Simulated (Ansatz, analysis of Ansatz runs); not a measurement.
# A hop of O in Na2WO4 (Fd-3m), charge −2, part 2 of 4

Aim: the barrier of one jump in Na2WO4 (Fd-3m) at charge −2: O_i hop between interstitial places. The model is a cell of 56 host atoms with 1 O put in; O is the atom that moves.

Ansatz 0.2.0; plane-wave PAW DFT, PBEsol; nudged elastic band between two relaxed defect structures at fixed charge in a uniform background.

So far: The starting structure; Relaxation of the start point, charge −2.

### 3. Relaxation of the end point, charge −2

Level of this step: plane-wave PAW DFT, PBEsol; relaxation of all atoms of a defect supercell at fixed charge in a uniform background (Ansatz).

The end point is relaxed in the same cell and settings, so that the two energies compare. Atoms more than 3.2 Å from the middle of the hop start where the first relaxation left them, the nearer ones on or close to their ideal places, with small random displacements.

Input file qm2.end/input.yaml:

```yaml
crystal:
  lattice:
    - [9.1091061, 0.0, 0.0]
    - [0.0, 9.1091061, 0.0]
    - [0.0, 0.0, 9.1091061]
  atoms:
    - { symbol: Na, position: [0.13480903, 0.38086895, 0.37552885] }
    - { symbol: Na, position: [0.12922753, 0.87781709, 0.87026935] }
[... 5 atom lines left out ...]
    - { symbol: Na, position: [0.85539872, 0.61181462, 0.37734366] }
    - { symbol: Na, position: [0.375, 0.375, 0.125] }
[... 6 atom lines left out ...]
    - { symbol: Na, position: [0.625, 0.625, 0.125] }
[... 2 atom lines left out ...]
    - { symbol: W, position: [0.74509053, 0.26633971, 0.25420734] }
[... 4 atom lines left out ...]
    - { symbol: W, position: [0.5, 0.5, 0.5] }
[... 1 atom line left out ...]
    - { symbol: O, position: [0.36328797, 0.63671203, 0.13671203] }
[... 4 atom lines left out ...]
    - { symbol: O, position: [0.63671203, 0.36328797, 0.13671203] }
[... 10 atom lines left out ...]
    - { symbol: O, position: [0.38671203, 0.61328797, 0.61328797] }
[... 4 atom lines left out ...]
    - { symbol: O, position: [0.61328797, 0.38671203, 0.61328797] }
[... 4 atom lines left out ...]
    - { symbol: O, position: [0.61328797, 0.61328797, 0.38671203] }
    - { symbol: O, position: [0.38671203, 0.38671203, 0.38671203] }
[... 3 atom lines left out ...]
    - { symbol: O, position: [0.3981, 0.625, 0.3519] }
total_charge: -2
basis:
  ecutwfc: 420
  xc_grid: 2
hamiltonian:
  xc: pbesol
kpoints:
  mp_grid: { grid: [1, 1, 1], shift: [0.25, 0.25, 0.25] }
scf:
  occupations: { method: fixed }
  max_iter: 120
output:
  forces: true
relax:
  f_tol: 0.02
  max_steps: 70
  random_displacement: { amplitude: 0.01, seed: 5263 }
```

Command:

```bash
$ ansatz run input.yaml --threads 4 --pin off --max-ram 14131MiB --backend cpu --events-out ev --progress --plain --runs-dir out
```

Numbers of over 12 decimals in the logs are rounded to 6 here.

Log:

```text
[...]
Crystal: 57 atoms, lattice volume = 755.835 Å³
Basis set: ecut = 420 eV, 14771 PW (Γ), exchange–correlation on 128×128×128 points (8 copies of the dense FFT grid, shifted against one another)
Bands: 285, of which v1, the nominal top of the filled ones, is band 228 counted from 1 (227 counted from 0)
Symmetry: 1 space group operations
k-points: 1
[...]
SCF iter   1: F=—  HF=-124192.595374 eV  |F-HF|=—  |Δ(HF+E_count)|=         —  Δρ=2.99e-2  dr2=9.69e0  ethr=1.77e-3  ⟨swp⟩=5.0  Hψ=817  notcnv=0  defer=55
[...]
SCF iter  15: F=-124190.067570 eV  HF=-124190.067570 eV  |F-HF|=1.40e-7  |Δ(HF+E_count)|=   6.54e-7  Δρ=6.66e-6  dr2=3.48e-7  ethr=2.19e-9  ⟨swp⟩=3.0  Hψ=626  notcnv=0
SCF 1 converged in 15 iterations: F = -124190.067570 eV  dr2 = 3.48e-7
[...]
--- Relaxed structure (10 steps of the walk, 10 accepted, 0 SCFs on fresh bases) ---
  F+E_penalty+E_count = -124196.66828077 eV   max|allowed force component| = 7.714e-3 eV/Å
  atoms:
    - { symbol: Na, position: [0.133163, 0.376389, 0.376786] }
    - { symbol: Na, position: [0.128399, 0.869357, 0.884569] }
[...]
- { symbol: Na, position: [0.370401, 0.387040, 0.127954] }
[...]
- { symbol: Na, position: [0.610640, 0.622578, 0.142609] }
[...]
- { symbol: W, position: [0.498140, 0.509289, 0.490112] }
    [... 1 atom left out ...]
    - { symbol: O, position: [0.339354, 0.643116, 0.098217] }
[...]
- { symbol: O, position: [0.639461, 0.363296, 0.134617] }
    [... 10 atoms left out ...]
    - { symbol: O, position: [0.389057, 0.613805, 0.622276] }
    [... 4 atoms left out ...]
    - { symbol: O, position: [0.584897, 0.378561, 0.621143] }
    [... 4 atoms left out ...]
    - { symbol: O, position: [0.679719, 0.568765, 0.430584] }
    - { symbol: O, position: [0.389097, 0.376986, 0.385777] }
    [... 3 atoms left out ...]
    - { symbol: O, position: [0.448227, 0.657502, 0.341602] }
[key lines of the parts left out:]
SCF converged after 8 iterations
Free energy (F): -124196.668281 eV
Fermi energy:    6.199657 eV
```

It took 74 s on 4 threads of Arm Neoverse V2, shared host; peak memory 1.3 GiB.

The steps of the relaxation:

```csv
step,energy less that of the first step (eV),largest force component (eV/Å)
1,0.0000,5.6755
2,-4.3986,3.0711
3,-5.8012,1.5610
4,-6.3391,0.8254
5,-6.4738,0.3856
6,-6.5669,0.2265
7,-6.5796,0.4008
8,-6.5945,0.1077
9,-6.6001,0.0475
10,-6.6007,0.0077
```

The atoms that moved most (Å, from the sites as typed, ahead of the random displacement):

```csv
atom,dx,dy,dz,length
O52,0.605,-0.405,0.400,0.831
O57,0.457,0.296,-0.094,0.552
Na4,-0.192,-0.390,0.085,0.443
Na8,0.391,0.186,-0.092,0.443
O26,-0.218,0.059,-0.351,0.417
Na11,-0.278,0.200,-0.066,0.349
Na10,-0.208,0.263,0.051,0.339
O47,-0.259,-0.074,0.072,0.278
```

Neighbours of O57 at the end:

```csv
atom,distance (Å)
W24,1.965
W18,2.015
Na16,2.361
Na4,2.362
O52,2.399
O26,2.432
O38,2.433
O53,2.642
O42,2.643
```

Numbers from this step:

```yaml
free_energy: -124196.6683 eV
r_m_s_move_of_the_farther_half_of_the_atoms: 0.06759 Å
largest_move_from_the_ideal_geometry_of_this_structure_a_common_shift_of_the_far_atoms_taken_out: 0.8527 Å
```

The relaxation gained 6.601 eV and ended with a largest force component of 0.0077 eV/Å. The end lies within 1 meV of the start.

[end of part 2 of 4]

[Logs are printed without paths, hosts, clocks, repeated set-up lines and the standing remarks that a program may print on its own settings, such as how far it seeks lower states.]

[Hosts, paths, dates, database ids (printed as entryN), source tags and the programs' standing remarks are cut or masked in the printed files.]
